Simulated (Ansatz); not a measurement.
# Decaying states in the gap of LuAsO3

A new crystal, LuAsO3: structure, gap and complex bands. It is built by putting As for Bi in the LuBiO3 structure of space group R3c, with the volume rescaled by atomic radii. The parent structure comes from the Materials Project.

Method: r2SCAN DFT, plane waves, PAW files, in the first sound run; inputs show where later runs differ, in Ansatz 0.2.0.

The structure was built from a prototype and need not be the compound's stable phase.

## Step 1: The starting structure

It takes space group R3c (No. 161, trigonal). Conventional cell: a = 5.719 Å, b = 5.719 Å, c = 14.438 Å, α = 90.00°, β = 90.00°, γ = 120.00°. Lu has 6 O at 2.11 to 2.21 Å nearest. As has 3 O at 2.26 Å nearest. Nearest to O lie 2 Lu at 2.11 to 2.21 Å and 1 As at 2.26 Å. It derives from LuBiO3. As for Bi in the LuBiO3 structure of space group R3c. Farther neighbours and most contacts between anions are not listed.

As a file:

```cif
data_structure
_symmetry_space_group_name_H-M 'R3c:H'
_symmetry_Int_Tables_number 161
_cell_length_a 5.7190
_cell_length_b 5.7190
_cell_length_c 14.4377
_cell_angle_alpha 90.000
_cell_angle_beta 90.000
_cell_angle_gamma 120.000
_cell_volume 408.95
loop_
_atom_site_label
_atom_site_type_symbol
_atom_site_symmetry_multiplicity
_atom_site_Wyckoff_symbol
_atom_site_fract_x
_atom_site_fract_y
_atom_site_fract_z
_atom_site_occupancy
Lu1 Lu 6 a 0.00000 0.00000 0.22152 1
As1 As 6 a 0.00000 0.00000 0.00687 1
O1 O 18 b 0.30071 0.04624 0.11667 1
```

## Step 2: Cell and atoms at rest

The substituted atoms don't fit the parent's cell, so cell and atoms relax together. A small smearing keeps the run stable in case the gap closes on the way.

The input, input.yaml:

```yaml
crystal:
  lattice:
    - [2.8595036497, 1.6509352019, 4.812560762]
    - [-2.8595036497, 1.6509352019, 4.812560762]
    - [0.0, -3.3018704038, 4.812560762]
  atoms:
    - { symbol: Lu, position: [0.778481, 0.778481, 0.778481] }
    - { symbol: Lu, position: [0.278481, 0.278481, 0.278481] }
    - { symbol: As, position: [0.993126, 0.993126, 0.993126] }
    - { symbol: As, position: [0.493126, 0.493126, 0.493126] }
    - { symbol: O, position: [0.92957, 0.137795, 0.582618] }
    - { symbol: O, position: [0.42957, 0.082618, 0.637795] }
    - { symbol: O, position: [0.637795, 0.42957, 0.082618] }
    - { symbol: O, position: [0.582618, 0.92957, 0.137795] }
    - { symbol: O, position: [0.137795, 0.582618, 0.92957] }
    - { symbol: O, position: [0.082618, 0.637795, 0.42957] }
kpoints:
  mp_grid: { grid: [6, 6, 6] }
scf:
  occupations: { method: gaussian, width: 0.03 }
hamiltonian:
  xc: r2scan
output:
  forces: true
  stress: true
relax:
  f_tol: 0.02
  max_steps: 60
  cell: {}
```

Started as:

```bash
> ansatz run input.yaml --threads 2 --pin off --max-ram 4096MiB --backend cpu --events-out ev --progress --plain --runs-dir out
```

Numbers of over 12 decimals in the logs are rounded to 6 here.

The program printed:

```text
Engine: ansatz 0.2.0, aarch64-unknown-linux-gnu
Pseudopotentials: kind: paw
Pseudopotential: Lu, paw, valence charge 25, recommended cutoff 500 eV (meta_gga), Lu.paw.azcp
Pseudopotential: As, paw, valence charge 15, recommended cutoff 500 eV (meta_gga), As.paw.azcp
Pseudopotential: O, paw, valence charge 6, recommended cutoff 500 eV (meta_gga), O.paw.azcp
Functional definition: r2SCAN
  parameter k0 = 0.174
  parameter k1 = 0.065
  parameter a1 = 4.9479
  exchange = r2scan_x(k0 = k0, k1 = k1, a1 = a1)
  correlation = r2scan_c
Crystal: 10 atoms, lattice volume = 136.316 Å³
Basis set: ecut = 500 eV, 3485 PW (Γ), exchange–correlation on 180×180×180 points (64 copies of the dense FFT grid, shifted against one another)
Bands: 70, of which v1, the nominal top of the filled ones, is band 58 counted from 1 (57 counted from 0)
Symmetry: 6 space group operations
Space group: R3c (ITA 161), of the structure as read, at distance tolerance 5.1e-5 Å
k-points: 32 of 216 (time reversal used)
Non-local potential: Lu, projectors of the file, l = 0: 3, l = 1: 2, l = 2: 2, l = 3: 3
Non-local potential: As, projectors of the file, l = 0: 2, l = 1: 2, l = 2: 3, l = 3: 1
Non-local potential: O, projectors of the file, l = 0: 2, l = 1: 2, l = 2: 1
PAW form: soft (Blöchl's): semilocal exchange-correlation on the pseudo side does not see the compensation charge
PAW frozen core: Lu, regenerated for the run's functional (the file was generated under x = pbe(κ = 0.804, μ = 0.219515), c = pbe(β = 0.066725))
PAW frozen core: As, regenerated for the run's functional (the file was generated under x = pbe(κ = 0.804, μ = 0.219515), c = pbe(β = 0.066725))
PAW frozen core: O, regenerated for the run's functional (the file was generated under x = pbe(κ = 0.804, μ = 0.219515), c = pbe(β = 0.066725))
PAW one-centre angular grid: Lu, 974 points (default); XC on 160 Gauss nodes
PAW one-centre angular grid: As, 590 points (default); XC on 160 Gauss nodes
PAW one-centre angular grid: O, 302 points (default); XC on 160 Gauss nodes
Initial density: superposition of atomic densities (neutral atoms: chi_scale 0, normalization atom), corrected by the library's trained network
Initial wavefunctions: pseudopotential atomic-orbital guess
Functional: x = r2scan, c = r2scan; τ floored in thin density (d = 2e-4 eV/Å³)
SCF iter   1: F=—  HF=-42633.409381 eV  |F-HF|=—  |Δ(HF+E_count)|=         —  Δρ=1.12e-2  dr2=1.78e-1  dr2_τ=3.77e-1  ethr=1.77e-3  ⟨swp⟩=5.8  Hψ=8926  notcnv=0
preconditioner: auto → Resta (q_TF=auto, 2.656 Å⁻¹)  ε∞=6.1  [insulator: Δε(μ)=2.701 eV  Ē_g=13.482 eV  σ=0.030 eV  W_gap=1.00  n_scr=52 (ndim 8)  ℏωp=30.5 eV  f_vac=0.075  D(μ)=0.00/eV (n_scr^D=0)  ε∞_Penn≈6.1]
SCF iter   2: F=—  HF=-42633.548192 eV  |F-HF|=—  |Δ(HF+E_count)|=   1.39e-1  Δρ=6.39e-3  dr2=2.85e-2  dr2_τ=9.89e-3  ethr=1.54e-4  ⟨swp⟩=3.0  Hψ=4832  notcnv=0  defer=192
SCF iter   3: F=—  HF=-42633.515248 eV  |F-HF|=—  |Δ(HF+E_count)|=   3.29e-2  Δρ=3.99e-3  dr2=1.33e-2  dr2_τ=1.06e-3  ethr=2.45e-5  ⟨swp⟩=2.0  Hψ=4542  notcnv=0  defer=96
automatic band count: iteration 3 solves 67 bands in place of 70: the levels show a gap, and the empty bands left out lie too high to hold charge; the band table lists the bands solved (type scf.n_extra_bands for more)
SCF iter   4: F=—  HF=-42633.514822 eV  |F-HF|=—  |Δ(HF+E_count)|=   4.26e-4  Δρ=1.08e-3  dr2=1.16e-3  dr2_τ=1.44e-4  ethr=1.15e-5  ⟨swp⟩=2.8  Hψ=3895  notcnv=0  defer=96
SCF iter   5: F=—  HF=-42633.514953 eV  |F-HF|=—  |Δ(HF+E_count)|=   1.31e-4  Δρ=2.73e-4  dr2=5.38e-5  dr2_τ=8.02e-6  ethr=1.00e-6  ⟨swp⟩=2.0  Hψ=3664  notcnv=0  defer=96
SCF iter   6: F=—  HF=-42633.515111 eV  |F-HF|=—  |Δ(HF+E_count)|=   1.58e-4  Δρ=9.17e-5  dr2=1.07e-5  dr2_τ=5.50e-7  ethr=4.63e-8  ⟨swp⟩=2.0  Hψ=3904  notcnv=0  defer=96
SCF iter   7: F=—  HF=-42633.515112 eV  |F-HF|=—  |Δ(HF+E_count)|=   1.13e-6  Δρ=2.29e-5  dr2=4.93e-7  dr2_τ=5.05e-8  ethr=9.23e-9  ⟨swp⟩=2.0  Hψ=3840  notcnv=0  defer=96
SCF iter   8: F=—  HF=-42633.515113 eV  |F-HF|=—  |Δ(HF+E_count)|=   6.39e-7  Δρ=8.47e-6  dr2=9.34e-8  dr2_τ=4.13e-9  ethr=8.62e-11  ⟨swp⟩=6.0  Hψ=9595  notcnv=0
SCF iter   9: F=-42633.515113 eV  HF=-42633.515113 eV  |F-HF|=6.86e-9  |Δ(HF+E_count)|=   3.43e-8  Δρ=2.35e-6  dr2=7.40e-9  dr2_τ=1.36e-9  ethr=8.05e-11  ⟨swp⟩=5.0  Hψ=8371  notcnv=0
SCF 1 converged in 9 iterations: F = -42633.515113 eV  dr2 = 7.40e-9
  greatest PAW one-centre occupation: 0.999 electrons in one spin orbital (limit 2), on the As atom at site 3 (counted from 0), in its partial waves of l = 2
relax step   1: F+E_penalty+E_count = -42633.51511285 eV  Δ(F+E_penalty+E_count) = +0.000e0 eV  max|allowed force component| = 2.735e0 eV/Å  Δτ_max = 0.0000 Å  P = -1.732 GPa  Ω = 136.316 Å³  (9 SCF iters, dr2 threshold 1.00e-7 eV, accepted)
Crystal: 10 atoms, lattice volume = 135.651 Å³
Basis set: ecut = 500 eV, 3449 PW (Γ), exchange–correlation on 180×180×180 points (64 copies of the dense FFT grid, shifted against one another)
Initial density: handed on by an earlier stage of this run
Initial wavefunctions: those handed on with the density
iter 1 solved again at ethr=4.71e-4 eV; its pass at ethr=3.10e-3 eV (dr2=5.46e-1 eV) is discarded
SCF iter   1: F=—  HF=-42634.558610 eV  |F-HF|=—  |Δ(HF+E_count)|=         —  Δρ=2.56e-2  dr2=5.50e-1  dr2_τ=7.52e0  ethr=4.71e-4  ⟨swp⟩=1.7  Hψ=10101  notcnv=0
automatic band count: iteration 1 solves 67 bands in place of 70: the levels show a gap, and the empty bands left out lie too high to hold charge; the band table lists the bands solved (type scf.n_extra_bands for more)
preconditioner: auto → Resta (q_TF=auto, 2.658 Å⁻¹)  ε∞=6.5  [insulator: Δε(μ)=2.517 eV  Ē_g=13.052 eV  σ=0.030 eV  W_gap=1.00  n_scr=52 (ndim 8)  ℏωp=30.6 eV  f_vac=0.103  D(μ)=0.00/eV (n_scr^D=0)  ε∞_Penn≈6.5]
SCF iter   2: F=—  HF=-42635.057214 eV  |F-HF|=—  |Δ(HF+E_count)|=   4.99e-1  Δρ=1.26e-2  dr2=1.36e-1  dr2_τ=8.74e-3  ethr=4.71e-4  ⟨swp⟩=3.1  Hψ=3976  notcnv=0
SCF iter   3: F=—  HF=-42635.065035 eV  |F-HF|=—  |Δ(HF+E_count)|=   7.82e-3  Δρ=4.38e-3  dr2=2.79e-2  dr2_τ=2.03e-3  ethr=1.17e-4  ⟨swp⟩=4.0  Hψ=4583  notcnv=0  defer=104
SCF iter   4: F=—  HF=-42635.058646 eV  |F-HF|=—  |Δ(HF+E_count)|=   6.39e-3  Δρ=2.00e-3  dr2=5.57e-3  dr2_τ=3.13e-4  ethr=2.40e-5  ⟨swp⟩=2.2  Hψ=4098  notcnv=0  defer=107
SCF iter   5: F=—  HF=-42635.058150 eV  |F-HF|=—  |Δ(HF+E_count)|=   4.96e-4  Δρ=1.17e-3  dr2=1.43e-3  dr2_τ=7.56e-5  ethr=4.80e-6  ⟨swp⟩=2.0  Hψ=4123  notcnv=0  defer=107
SCF iter   6: F=—  HF=-42635.058404 eV  |F-HF|=—  |Δ(HF+E_count)|=   2.54e-4  Δρ=4.91e-4  dr2=2.03e-4  dr2_τ=2.21e-5  ethr=1.24e-6  ⟨swp⟩=2.0  Hψ=3509  notcnv=0  defer=107
[...]
[... from here on, the SCF cycles and remarks between the steps are left out ...]
relax step   4: F+E_penalty+E_count = -42636.92910383 eV  Δ(F+E_penalty+E_count) = -6.333e-1 eV  max|allowed force component| = 1.054e0 eV/Å  Δτ_max = 0.1065 Å  P = +1.086 GPa  Ω = 146.201 Å³  energy of the carried Pulay correction = -5.209e-3 eV  (9 SCF iters, dr2 threshold 1.00e-6 eV, accepted)
relax step   5: F+E_penalty+E_count = -42636.94646790 eV  Δ(F+E_penalty+E_count) = -1.736e-2 eV  max|allowed force component| = 3.294e0 eV/Å  Δτ_max = 0.1951 Å  P = -8.668 GPa  Ω = 155.892 Å³  energy of the carried Pulay correction = -9.975e-3 eV  (9 SCF iters, dr2 threshold 1.00e-6 eV, accepted)
relax step   6: F+E_penalty+E_count = -42637.91859539 eV  Δ(F+E_penalty+E_count) = -9.721e-1 eV  max|allowed force component| = 8.270e-1 eV/Å  Δτ_max = 0.1774 Å  P = -1.250 GPa  Ω = 160.160 Å³  energy of the carried Pulay correction = -1.198e-2 eV  (9 SCF iters, dr2 threshold 1.00e-6 eV, accepted)
relax step   7: F+E_penalty+E_count = -42638.07467571 eV  Δ(F+E_penalty+E_count) = -1.561e-1 eV  max|allowed force component| = 2.519e-1 eV/Å  Δτ_max = 0.2000 Å  P = -1.282 GPa  Ω = 165.237 Å³  energy of the carried Pulay correction = -1.428e-2 eV  (9 SCF iters, dr2 threshold 1.00e-6 eV, accepted)
relax step   8: F+E_penalty+E_count = -42638.09288874 eV  Δ(F+E_penalty+E_count) = -1.821e-2 eV  max|allowed force component| = 3.857e-2 eV/Å  Δτ_max = 0.0737 Å  P = +0.365 GPa  Ω = 163.187 Å³  energy of the carried Pulay correction = -1.336e-2 eV  (8 SCF iters, dr2 threshold 1.00e-6 eV, accepted)
relax step   9: F+E_penalty+E_count = -42638.09440734 eV  Δ(F+E_penalty+E_count) = -1.519e-3 eV  max|allowed force component| = 2.883e-2 eV/Å  Δτ_max = 0.0106 Å  P = +0.056 GPa  Ω = 164.276 Å³  energy of the carried Pulay correction = -1.385e-2 eV  (7 SCF iters, dr2 threshold 8.60e-7 eV, accepted)
relax step  10: F+E_penalty+E_count = -42638.09432189 eV  Δ(F+E_penalty+E_count) = +8.546e-5 eV  max|allowed force component| = 4.099e-2 eV/Å  Δτ_max = 0.0060 Å  P = -0.150 GPa  Ω = 164.447 Å³  energy of the carried Pulay correction = -1.393e-2 eV  (7 SCF iters, dr2 threshold 6.87e-8 eV, rejected (line search))
relax step  11: F+E_penalty+E_count = -42638.09464634 eV  Δ(F+E_penalty+E_count) = -2.390e-4 eV  max|allowed force component| = 6.032e-3 eV/Å  Δτ_max = 0.0008 Å  P = +0.009 GPa  Ω = 164.298 Å³  energy of the carried Pulay correction = -1.386e-2 eV  (10 SCF iters, accepted)
relax step  12: F+E_penalty+E_count = -42638.11295167 eV  Δ(F+E_penalty+E_count) = -1.831e-2 eV  max|allowed force component| = 7.313e-3 eV/Å  Δτ_max = 0.0000 Å  P = +0.110 GPa  Ω = 164.298 Å³  stress off target by 1.40e-1 GPa  SCF on the basis re-selected at this cell (its energy is not comparable with the rows above)  (8 SCF iters)
relax step  13: F+E_penalty+E_count = -42638.11298887 eV  Δ(F+E_penalty+E_count) = -3.720e-5 eV  max|allowed force component| = 1.290e-3 eV/Å  Δτ_max = 0.0021 Å  P = +0.016 GPa  Ω = 164.544 Å³  energy of the carried Pulay correction = -1.112e-4 eV  (7 SCF iters, dr2 threshold 4.90e-8 eV, accepted)
iter 1 solved again at ethr=5.86e-8 eV; its pass at ethr=3.10e-3 eV (dr2=6.79e-5 eV) is discarded
SCF iter   1: F=—  HF=-42638.113072 eV  |F-HF|=—  |Δ(HF+E_count)|=         —  Δρ=7.50e-6  dr2=2.51e-8  dr2_τ=3.08e-8  ethr=5.86e-8  ⟨swp⟩=3.3  Hψ=15832  notcnv=0
preconditioner: auto → Resta (q_TF=auto, 2.574 Å⁻¹)  ε∞=4.6  [insulator: Δε(μ)=4.620 eV  Ē_g=14.556 eV  σ=0.030 eV  W_gap=1.00  n_scr=58 (ndim 8)  ℏωp=27.8 eV  f_vac=0.211  D(μ)=0.00/eV (n_scr^D=0)  ε∞_Penn≈4.6]
SCF iter   2: F=—  HF=-42638.113117 eV  |F-HF|=—  |Δ(HF+E_count)|=   4.50e-5  Δρ=3.76e-6  dr2=8.15e-9  dr2_τ=2.37e-9  ethr=2.17e-11  ⟨swp⟩=3.1  Hψ=4763  notcnv=0
SCF iter   3: F=—  HF=-42638.113117 eV  |F-HF|=—  |Δ(HF+E_count)|=   7.68e-9  Δρ=8.48e-7  dr2=1.63e-9  dr2_τ=7.74e-11  ethr=7.03e-12  ⟨swp⟩=2.1  Hψ=3679  notcnv=0
SCF iter   4: F=—  HF=-42638.113117 eV  |F-HF|=—  |Δ(HF+E_count)|=  9.75e-10  Δρ=3.40e-7  dr2=2.57e-10  dr2_τ=1.45e-11  ethr=1.41e-12  ⟨swp⟩=2.0  Hψ=4020  notcnv=0
SCF iter   5: F=-42638.113117 eV  HF=-42638.113117 eV  |F-HF|=1.46e-11  |Δ(HF+E_count)|=  1.60e-10  Δρ=1.69e-7  dr2=4.79e-11  dr2_τ=5.35e-12  ethr=1.00e-12  ⟨swp⟩=5.0  Hψ=8951  notcnv=0
SCF 14 converged in 5 iterations: F = -42638.113117 eV  dr2 = 4.79e-11
relax step  14: F+E_penalty+E_count = -42638.11311671 eV  Δ(F+E_penalty+E_count) = -1.278e-4 eV  max|allowed force component| = 1.355e-3 eV/Å  Δτ_max = 0.0000 Å  P = +0.015 GPa  Ω = 164.544 Å³  stress off target by 2.39e-2 GPa  SCF on the basis re-selected at this cell (its energy is not comparable with the rows above)  (5 SCF iters)
basis re-selected at this cell: Δ(F+E_penalty+E_count) = -1.278e-4 eV, ΔP = -0.001 GPa vs the last step (what re-selecting the basis moved, of the pressure what is left beyond the Pulay correction that the steps carried, after the strain that the cell walked since its last selection, with what the two solves' SCF thresholds leave and, on support functions, any second-order correction that the steps lacked; it is no m [...]
SCF converged after 5 iterations
Free energy (F): -42638.113117 eV
Harris-Foulkes:  -42638.113117 eV  (|F-HF|=1.46e-11)
Internal energy: -42638.113117 eV  (E = F + TS)
E sigma→0 (E₀):  -42638.113117 eV
Fermi energy:    8.696822 eV
--- Per-component energies (eV) ---
  E_band       = -874.149067
  E_kinetic    = 2104.364752
  E_local      = -22590.013125  (includes V_loc(G=0)·N_el)
  E_nonlocal   = 91.730993
  E_hartree    = 9944.669847
  E_xc         = -1019.176667
  E_vxc        = -1391.362719  (∫ρ·V_xc dr)
  E_paw        = -19426.543513  (= ΣΔE_a)
  E_vpaw       = 938.531934  (= ΣTr[D̂ρ^β])
  E_aug_tail   = 0.005991  (compensation charges beyond the density's cutoff)
  E_vtau       = 83.253055  (kinetic-family band-sum trace: ∫τ·v_τ [+ j·A + Jᵃ·Aᵃ] dr)
  E_ewald      = -11741.399981
  E_core_change = -1.751415  (= ΣΔE_core)
  E_smearing   = -0.000000  (= −TS)
  E_closure    = -0.000000  (closes the sum)
  Σ components = -42638.113117   (vs F -42638.113117, Δ=0.00e0)
--- Forces (eV/Å), atoms counted from 1 ---
  atom   1  Lu    -0.00000000    -0.00000000    -0.00021014
  atom   2  Lu    -0.00000000    -0.00000000    -0.00021014
  atom   3  As     0.00000000    -0.00000000    -0.00135362
  atom   4  As    -0.00000000    -0.00000000    -0.00135362
  atom   5  O      0.00015823    -0.00001080     0.00052278
  atom   6  O      0.00006976     0.00014243     0.00052278
  atom   7  O     -0.00015823    -0.00001080     0.00052278
  atom   8  O     -0.00006976     0.00014243     0.00052278
  atom   9  O     -0.00008847    -0.00013163     0.00052278
  atom  10  O      0.00008847    -0.00013163     0.00052278
  max |Σ_I F_I| component: 9.15e-6 eV/Å
--- Stress (GPa, compression-positive) ---
        0.010510       0.000000       0.000000
        0.000000       0.010510      -0.000000
        0.000000      -0.000000       0.023883
  P = ⅓ Tr σ = 0.0150 GPa (0.150 kbar)
--- Relaxed structure (12 steps of the walk, 11 accepted, 2 SCFs on fresh bases) ---
  F+E_penalty+E_count = -42638.11311671 eV   max|allowed force component| = 1.355e-3 eV/Å   (the final SCF, on the basis selected at the relaxed cell)
  cell:  # Å, volume = 164.5440 Å³
    - [2.986608, 1.724319, 5.325189]
    - [-2.986608, 1.724319, 5.325189]
    - [0, -3.448638, 5.325189]
  atoms:
    - { symbol: Lu, position: [0.780352, 0.780352, 0.780352] }
    - { symbol: Lu, position: [0.280352, 0.280352, 0.280352] }
    - { symbol: As, position: [0.958278, 0.958278, 0.958278] }
    - { symbol: As, position: [0.458278, 0.458278, 0.458278] }
    - { symbol: O, position: [1.037463, 0.037565, 0.607932] }
    - { symbol: O, position: [0.537463, 0.107932, 0.537565] }
    - { symbol: O, position: [0.537565, 0.537463, 0.107932] }
    - { symbol: O, position: [0.607932, 1.037463, 0.037565] }
    - { symbol: O, position: [0.037565, 0.607932, 1.037463] }
    - { symbol: O, position: [0.107932, 0.537565, 0.537463] }
```

The job ended after 9.3 min (2 threads of Arm Neoverse V1, shared host; peak memory 1 GiB; 18 min of CPU time).

The steps of the relaxation:

| step | energy less that of the first step (eV) | largest force component (eV/Å) | pressure (GPa) | volume (Å³) |
| --- | --- | --- | --- | --- |
| 1 | 0.0000 | 2.7348 | -1.73 | 136.32 |
| 2 | -1.5435 | 1.4295 | -2.20 | 135.65 |
| 3 | -2.7807 | 1.0081 | 6.58 | 135.74 |
| 4 | -3.4140 | 1.0544 | 1.09 | 146.20 |
| 5 | -3.4314 | 3.2944 | -8.67 | 155.89 |
| 6 | -4.4035 | 0.8270 | -1.25 | 160.16 |
| 7 | -4.5596 | 0.2519 | -1.28 | 165.24 |
| 8 | -4.5778 | 0.0386 | 0.37 | 163.19 |
| 9 | -4.5793 | 0.0288 | 0.06 | 164.28 |
| 10 | -4.5792 | 0.0410 | -0.15 | 164.45 |
| 11 | -4.5795 | 0.0060 | 0.01 | 164.30 |
| 12* | -4.5978 | 0.0073 | 0.11 | 164.30 |
| 13 | -4.5979 | 0.0013 | 0.02 | 164.54 |
| 14* | -4.5980 | 0.0014 | 0.01 | 164.54 |

Relaxation steps marked * repeat the geometry before them on a plane-wave basis chosen anew for their cell, so energy and pressure can jump there. Relaxation step 10 was tried and not accepted.

The run keeps the 6 symmetry operations that it works with, so distortions that break them were not tested.

| cell as run | before | after | change |
| --- | --- | --- | --- |
| a (Å) | 5.836 | 6.344 | +8.7 % |
| b (Å) | 5.836 | 6.344 | +8.7 % |
| c (Å) | 5.836 | 6.344 | +8.7 % |
| α (°) | 58.67 | 56.17 | -4.3 % |
| β (°) | 58.67 | 56.17 | -4.3 % |
| γ (°) | 58.67 | 56.17 | -4.3 % |
| volume (Å³/atom) | 13.63 | 16.45 | +20.7 % |

The atoms that moved most (Å, as changes of fractional coordinates times the final cell):

| atom | dx | dy | dz | length |
| --- | --- | --- | --- | --- |
| O6 | 0.247 | 0.575 | 0.176 | 0.650 |
| O9 | -0.375 | -0.501 | 0.176 | 0.650 |
| O8 | -0.247 | 0.575 | 0.176 | 0.650 |
| O7 | -0.622 | -0.074 | 0.176 | 0.650 |
| O5 | 0.622 | -0.074 | 0.176 | 0.650 |
| O10 | 0.375 | -0.501 | 0.176 | 0.650 |
| As3 | 0.000 | 0.000 | -0.557 | 0.557 |
| As4 | 0.000 | 0.000 | -0.557 | 0.557 |

Numbers from this step:

```yaml
free_energy: -42638.1131 eV
fermi_energy: 8.697 eV
pressure: 0.01497 GPa
```

The largest force component on a free atom ends at 0.0014 eV/Å.

(Part 1 of 4 ends here.)

[Logs are printed without paths, hosts, clocks, repeated set-up lines and the standing remarks that a program may print on its own settings, such as how far it seeks lower states.]

[Hosts, paths, dates, database ids (printed as entryN), source tags and the programs' standing remarks are cut or masked in the printed files.]

[New means built here by substitution; the compound itself may be known and measured.]
